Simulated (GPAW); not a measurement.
# The Si K excitation threshold of SiC (Moissanite 3C, F-43m) under uniform strain

For each volume the threshold was computed as E(hole) − E(ground) plus the lowest empty eigenvalue of the hole cell (GPAW, PBE, 16-atom cell, total energies on 4×4×4 k points, the eigenvalue on 5×5×5, hole spin-paired). The values are raw, 15 eV above the value with the free atom's term for the hole's spin taken off; only their change is used. The threshold is the spectrum's zero, where absorption may be weak, not the visible edge.

| volume | ln(V/V₀) | threshold (eV) |
| --- | --- | --- |
| V × 0.94 | -0.06188 | 1852.243 |
| V × 0.97 | -0.03046 | 1852.372 |
| V × 1 | +0.00000 | 1852.493 |
| V × 1.03 | +0.02956 | 1852.605 |
| V × 1.06 | +0.05827 | ? |

Fit a straight line in ln(V/V₀), give its slope, and predict the threshold at V × 1.06.

The means of the given rows are x̄ = -0.01570 and Ē = 1852.428 eV. Σ(x − x̄)(E − Ē) = 0.0184 and Σ(x − x̄)² = 0.004645, so the slope is +3.96 eV, and the line passes the given rows within 0.003 eV. At x = +0.05827 it gives 1852.428 + (+3.96) × (+0.07397) = 1852.721 eV. The run gives 1852.710 eV, a miss of +0.011 eV over a total move of +0.467 eV. The slope is the clamped-ion volume deformation potential of the lowest empty level of the hole cell on this mesh (the hole may pull it below the band edge) against the Si 1s level, with the hole's relaxation included: the threshold rises by 0.040 eV for 1 % of expansion. The charged cell's image error also scales with the cell's size and isn't taken out.

[Hosts, paths, dates, database ids (printed as entryN), source tags and the programs' standing remarks are cut or masked in the printed files.]

[Lists of maxima count a maximum above −3 eV only where it reaches 4 % of the highest in the window and stands out from its surroundings by 2 % of it (1.5 % where it reaches 55 %); shoulders and weaker maxima are passed over, and of the rest the first, up to two pre-edge ones and the few strongest are named.]
